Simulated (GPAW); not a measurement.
# Dielectric function and optical constants of ScAl3

Aim: the dielectric function of ScAl3, and the optical constants that follow from it.

Program: GPAW 26.7.0. Level of theory: DFT, PBE, plane-wave PAW (GPAW data sets), scalar-relativistic, RPA, optical limit. Results are calculated unless marked as measured.

### 1. Set-up

It takes space group Pm-3m (No. 221, cubic). The conventional cell has a = 4.088 Å, b = 4.088 Å, c = 4.088 Å, α = 90.00°, β = 90.00°, γ = 90.00°. Sc has 12 Al at 2.89 Å nearest. Al has 4 Sc at 2.89 Å and 8 Al at 2.89 Å nearest. Farther neighbours are not listed.

As a file:

```xyz
4
Lattice="4.0878 0.0000 0.0000 0.0000 4.0878 0.0000 0.0000 0.0000 4.0878" Properties=species:S:1:pos:R:3 pbc="T T T"
Sc    0.0000    0.0000    0.0000
Al    2.0439    2.0439    0.0000
Al    0.0000    2.0439    2.0439
Al    2.0439    0.0000    2.0439
```

### 2. Bands for the response

The response needs many more empty bands than the density does.

This step: DFT, PBE, plane-wave PAW (GPAW data sets), scalar-relativistic, bands at fixed density (GPAW 26.7.0).

nscf.py reads:

```python
from ase.dft.bandgap import bandgap
from gpaw import GPAW, FermiDirac

calc = GPAW('gs.gpw').fixed_density(kpts={'size': (11, 11, 11), 'gamma': True}, nbands=48, convergence={'bands': 42},
                                    occupations=FermiDirac(0.05), txt='nscf.txt')
print('gap (eV)', bandgap(calc, output=None)[0])
print('direct gap (eV)', bandgap(calc, direct=True, output=None)[0])
print('top band over the Fermi level (eV)', min(calc.get_eigenvalues(kpt=k)[41] for k in range(len(calc.get_ibz_k_points()))) - calc.get_fermi_level())
calc.write('full.gpw', mode='all')
```

Run with:

```bash
OMP_NUM_THREADS=1 python nscf.py
```

Numbers of over 12 decimals in the logs are rounded to 6 here.

The log of the run:

```text
Diagonalizing LCAO Hamiltonian
Converting LCAO to pw mode
convergence criteria:
- Maximum integral of absolute [eigenst]ate change: 4e-08 eV^2 / valence electron
maximum number of iterations: 150

SCF iterations
|iter     |      energy | eigst |  dens |
|iter:   1||             | +3.56 |       |
|iter:   2||             | +2.38 |       |
|iter:   3||             | +1.75 |       |
|iter:   4||             | +1.04 |       |
|iter:   5||             | +0.47 |       |
|iter:   6||             | -0.35 |       |
|iter:   7||             | -1.01 |       |
|iter:   8||             | -1.85 |       |
|iter:   9||             | -2.56 |       |
|iter:  10||             | -3.40 |       |
|iter:  11||             | -4.07 |       |
|iter:  12||             | -4.84 |       |
|iter:  13||             | -5.50 |       |
|iter:  14||             | -6.22 |       |
|iter:  15||             | -6.80 |       |
|iter:  16||             | -7.33 |       |
|iter:  17||             | -7.73c|       |
SCF steps: 17
  __  _  _
 | _ |_)|_||  |
 |__||  | ||/\| - 26.7.0

Versions:
  Python: 3.12.14
  ASE:    3.29.0
  Numpy:  2.5.5
  Scipy:  1.18.1
  Libxc:  7.0.0

Input parameters:
  mode=PW(ecut=500.0),
  convergence={'bands': 42},
  gpts=array([24, 24, 24]),
  kpts=MonkhorstPack(size=(11, 11, 11), gamma=True),
  maxiter=150,
  nbands=48,
  occupations=Occupations(name='fermi-dirac', width=0.05, fixmagmom=False),
  parallel={},
  xc=XC(name='PBE')

--- standard output ---
gap (eV) 0.0
direct gap (eV) 0.0
top band over the Fermi level (eV) 21.338238
```

Wall time 3.5 min (1 thread of Arm Neoverse N1, shared host); peak memory 0.26 GiB.

### 3. Dielectric function, RPA

Transitions between filled and empty bands, summed over the zone, give the optical response, so mesh, band count and broadening shape it.

The induced potential is part of this response.

This step: DFT, PBE, plane-wave PAW (GPAW data sets), scalar-relativistic, RPA, optical limit (GPAW 26.7.0).

df.py reads:

```python
from gpaw.response.df import DielectricFunction

df = DielectricFunction('full.gpw', frequencies={'type': 'nonlinear', 'domega0': 0.03, 'omega2': 8},
                        ecut=50,
                        eta=0.15,
                        nbands=42,
                        rate=0.05,
                        txt='df.txt')
for direction in ['x']:
    df.get_dielectric_function(xc='RPA', direction=direction, filename=f'df_{direction}.csv')
```

Run with:

```bash
OMP_NUM_THREADS=1 python df.py
```

The log of the run:

```text
Using integrator: PointIntegrator
NonLinearFrequencyDescriptor(from 0.000 to 75.754 eV, 514 points)
Nonperiodic BCs:  [False False False]
Using integrator: PointIntegrator
NonLinearFrequencyDescriptor(from 0.000 to 75.754 eV, 514 points)
Nonperiodic BCs:  [False False False]
Using integrator: PointIntegrator

Calculating chi0 body with:
    Ground state adapter containing:
    Number of spins: 1
    Number of kpoints: 1331
    Number of irreducible kpoints: 56
    Number of completely occupied states: 8
    Number of partially occupied states: 12

    Linear response parametrization:
    q_c: [0.0, 0.0, 0.0]
    Number of frequency points: 514
    Planewave cutoff: 50.0
    Number of bands: 42
    Number of planewaves: 57
    Broadening (eta): 0.15

Integrating chi0 body.

Symmetries of q_c:
    Direct symmetries (Uq -> q): 48
    Indirect symmetries (TUq -> q): 0
In total 48 allowed symmetries.

56 groups of equivalent kpoints. 95.792637% reduction.

Integral kind: spectral function

Calculating chi0 optical extensions with:
    Ground state adapter containing:
    Number of spins: 1
    Number of kpoints: 1331
    Number of irreducible kpoints: 56
    Number of completely occupied states: 8
    Number of partially occupied states: 12

    Linear response parametrization:
    Number of frequency points: 514
    Planewave cutoff: 50.0
    Number of bands: 42
    Number of planewaves: 57
    Broadening (eta): 0.15
Integrating chi0 head and wings.

Symmetries of q_c:
    Direct symmetries (Uq -> q): 48
    Indirect symmetries (TUq -> q): 0
In total 48 allowed symmetries.

56 groups of equivalent kpoints. 95.792637% reduction.

Integral kind: spectral function wings

Calculating drude chi0 with:
    Number of frequency points:514
    Plasma frequency decay rate: 0.05 eV

    Ground state adapter containing:
    Number of spins: 1
    Number of kpoints: 1331
    Number of irreducible kpoints: 56
    Number of completely occupied states: 8
    Number of partially occupied states: 12

Symmetries of q_c:
    Direct symmetries (Uq -> q): 48
    Indirect symmetries (TUq -> q): 0
In total 48 allowed symmetries.

56 groups of equivalent kpoints. 95.792637% reduction.

Integral kind: intraband
Plasma frequency:
[[5.61-0.j 0.  -0.j 0.  +0.j]
 [0.  -0.j 5.61-0.j 0.  +0.j]
 [0.  +0.j 0.  +0.j 5.61-0.j]]
```

The job ended after 32 s (1 thread; peak memory 0.31 GiB).

Some rows of df_x.csv (energy; Re and Im without local fields; Re and Im with them):

```text
0.000000, 12653.455945, -0.000000, 12652.892487, -0.000000
0.460735, -110.230588, 42.854677, -110.825342, 42.822564
0.943989, -7.269673, 23.114636, -7.938244, 22.860538
1.451455, 11.721146, 19.021681, 10.938224, 18.579462
1.984998, 0.319442, 31.636399, 0.117590, 30.982138
2.546682, -3.829923, 20.975337, -3.975498, 20.357176
3.138794, -6.517870, 15.718484, -6.316489, 15.196133
3.763875, -2.876126, 13.454557, -2.552434, 12.713410
4.424758, -4.975995, 13.448931, -4.402427, 13.044100
5.124608, -7.539288, 8.880590, -7.019781, 8.946299
5.866977, -6.896779, 5.911754, -6.566202, 6.242329
6.655862, -5.538577, 3.117864, -5.431050, 3.375920
7.495775, -4.152134, 1.712952, -4.087297, 1.897579
8.391833, -3.064655, 0.832903, -3.148340, 1.009001
9.349861, -2.072423, 0.601759, -2.125596, 0.698488
10.376517, -1.416154, 0.349895, -1.469729, 0.432236
11.479449, -0.933244, 0.239492, -1.017461, 0.294784
12.667487, -0.512661, 0.140784, -0.581930, 0.157320
13.950874, -0.198578, 0.105134, -0.260276, 0.119735
```

Sum at mesh points, not converged in k. The Im ε, E ∥ x by photon energy; read off at these points:

photon energy (eV), Im ε, E ∥ x and a bar:
```
    0.500         37 ##############################
    0.750         21 #################
    1.000         23 ##################
    1.250         18 ###############
    1.500         20 ################
    1.750         33 ###########################
    1.804         35 ############################
    2.000         31 #########################
    2.250         25 #####################
    2.500         21 #################
    2.750         21 #################
    3.000         18 ##############
    3.250         14 ###########
    3.500         12 ##########
    3.750         13 ##########
    4.000         13 ###########
    4.250         13 ###########
    4.500         13 ##########
    4.750         12 ##########
    5.000          9 ########
    5.250          8 #######
    5.500          7 ######
    5.750          6 #####
    6.000          6 #####
    6.250          4 ###
    6.500          3 ###
    6.750          3 ##
    7.000          3 ##
    7.250          2 ##
    7.500          2 #
    7.750          2 #
    8.000          1 #
    8.250          1 #
    8.500          1 #
    8.750          1 #
    9.000          1 
    9.250          1 
    9.500          1 
    9.750          1 
   10.000          1 
   10.250          0 
   10.500          0 
   10.750          0 
   11.000          0 
   11.250          0 
   11.500          0 
   11.750          0 
   12.000          0 
   12.250          0 
   12.500          0 
   12.750          0 
   13.000          0 
   13.250          0 
   13.500          0 
   13.750          0
```

Values under 1 per cm are given as 1; sum at mesh points, not converged in k. Absorption coefficient, E ∥ x against photon energy:

```csv
photon energy (eV),"absorption coefficient, E ∥ x (1/cm)"
0.492,4.9e5
1.010,3.9e5
1.486,3.5e5
1.985,7.9e5
2.508,9.1e5
3.018,1.1e6
3.510,1.0e6
3.980,1.1e6
4.516,1.4e6
4.981,1.6e6
5.515,1.6e6
6.021,1.7e6
6.494,1.6e6
6.985,1.6e6
7.496,1.6e6
8.026,1.6e6
8.516,1.5e6
9.023,1.4e6
9.483,1.4e6
10.026,1.3e6
10.519,1.3e6
11.029,1.2e6
11.479,1.2e6
12.023,1.1e6
12.504,1.0e6
13.000,9.2e5
13.512,8.3e5
```

Sum at mesh points, not converged in k. Table of loss function −Im 1/ε at q → 0, E ∥ x by energy loss; read off at these points:

```csv
energy loss (eV),"loss function −Im 1/ε at q → 0, E ∥ x"
0.5,0.00388
1.0,0.0412
1.5,0.0352
2.0,0.0326
2.5,0.0453
3.0,0.0499
3.5,0.0750
4.0,0.0744
4.5,0.0682
5.0,0.0675
5.5,0.0749
6.0,0.0713
6.5,0.0772
7.0,0.0808
7.5,0.0936
8.0,0.0929
8.5,0.0913
9.0,0.119
9.5,0.141
10.0,0.162
10.5,0.198
11.0,0.225
11.5,0.263
12.0,0.297
12.5,0.389
13.0,0.592
13.5,0.933
```

Sum at mesh points, not converged in k. The Im ε, E ∥ x by photon energy; read off at these points:

```csv
photon energy (eV),without local fields,with local fields
0.500,37.1,37.0
0.750,21.2,21.1
1.000,22.8,22.5
1.250,18.4,18.1
1.500,20.7,20.2
1.750,34.2,33.2
1.804,35.4,34.5
2.000,31.3,30.6
2.250,26.0,25.4
2.500,21.9,21.2
2.750,21.5,20.6
3.000,18.1,17.5
3.250,14.2,13.7
3.500,12.7,12.1
3.750,13.4,12.7
4.000,13.7,13.0
4.250,13.7,13.3
4.500,13.5,13.0
4.750,12.3,12.3
5.000,9.25,9.35
5.250,8.25,8.33
5.500,6.67,6.97
5.750,6.09,6.42
6.000,5.29,5.67
6.250,3.92,4.25
6.500,3.15,3.38
6.750,2.88,3.13
7.000,2.38,2.59
7.250,1.91,2.10
7.500,1.71,1.90
7.750,1.46,1.66
8.000,1.16,1.37
8.250,0.935,1.14
8.500,0.751,0.895
8.750,0.685,0.803
9.000,0.641,0.731
9.250,0.628,0.722
9.500,0.548,0.644
9.750,0.470,0.542
10.000,0.438,0.503
10.250,0.371,0.453
10.500,0.345,0.429
10.750,0.303,0.381
11.000,0.271,0.327
11.250,0.283,0.345
11.500,0.236,0.290
11.750,0.200,0.240
12.000,0.178,0.207
12.250,0.168,0.194
12.500,0.154,0.170
12.750,0.137,0.153
13.000,0.132,0.148
13.250,0.130,0.145
13.500,0.120,0.135
13.750,0.108,0.125
```

Sum at mesh points, not converged in k. Table of reflectivity at normal incidence, E ∥ x by photon energy; read off at these points:

```csv
photon energy (eV),"reflectivity at normal incidence, E ∥ x (%)"
0.500,92.6
0.750,79.5
1.000,61.3
1.250,50.1
1.500,48.8
1.750,57.9
2.000,60.5
2.250,59.8
2.500,58.7
2.750,57.1
3.000,60.1
3.250,57.4
3.500,52.9
3.750,50.6
4.000,50.5
4.250,53.4
4.500,55.1
4.750,60.9
5.000,61.6
5.250,62.7
5.500,62.7
5.750,62.8
6.000,66.2
6.250,69.6
6.500,69.7
6.750,69.8
7.000,71.2
7.250,72.6
7.500,71.5
7.750,73.1
8.000,74.4
8.250,75.8
8.500,78.0
8.578,78.3
8.750,76.8
9.000,76.3
9.250,74.4
9.500,75.1
9.750,76.4
10.000,75.6
10.250,75.8
10.500,74.7
10.750,75.7
10.881,76.9
11.000,76.0
11.250,73.3
11.500,75.5
11.750,77.3
12.000,77.9
12.250,76.9
12.500,77.5
12.750,77.1
13.000,75.3
13.250,73.5
13.500,72.3
13.750,71.5
```

Optical constants at common wavelengths, from n + ik = √ε:

```csv
wavelength (nm),n,k,R (%),1/α
1064,3.04,3.193,54.1,27 nm
800,4.53,2.484,50.7,26 nm
633,4.02,3.924,60.4,13 nm
532,3.21,3.740,59.5,11 nm
405,2.36,3.478,59.7,9.3 nm
365,2.12,2.990,54.6,9.7 nm
193,0.69,2.547,70.4,6.0 nm
```

A polished face would reflect 60 % of daylight and look light grey (CIE x = 0.317, y = 0.333 under D65).

### 4. Results

At this level (PBE, RPA) ScAl3 is a metal. The mesh is too coarse to trust the carriers' weight, the reflectivity or the colour to better than tens of per cent. A polished face would reflect 60 % of daylight and look light grey (CIE x = 0.317, y = 0.333 under D65). The carriers' damping of 0.05 eV is typed, not computed; it shapes the response at the lowest energies. In this version of GPAW the matrix elements of the optical limit are incomplete, which can lower ε − 1 by up to a tenth where first-row anions or d states rule, and shift it by more in d metals. GPAW's carrier term has the form −ωp²/(ω + i·rate)², which damps like twice the rate and fails at low energy, so the curves leave the lowest energies out. The sum runs over mesh points 0.14 Å⁻¹ apart with no interpolation, so peaks are partly noise of the mesh, and the Drude plasma energy, a sum over the Fermi surface, isn't converged.

[Machine, clock and banner lines and Python warnings are left out of the logs.]

[Logs are printed without paths, hosts, clocks, repeated set-up lines and the standing remarks that a program may print on its own settings, such as how far it seeks lower states.]

[Hosts, paths, dates, database ids (printed as entryN), source tags and the programs' standing remarks are cut or masked in the printed files.]
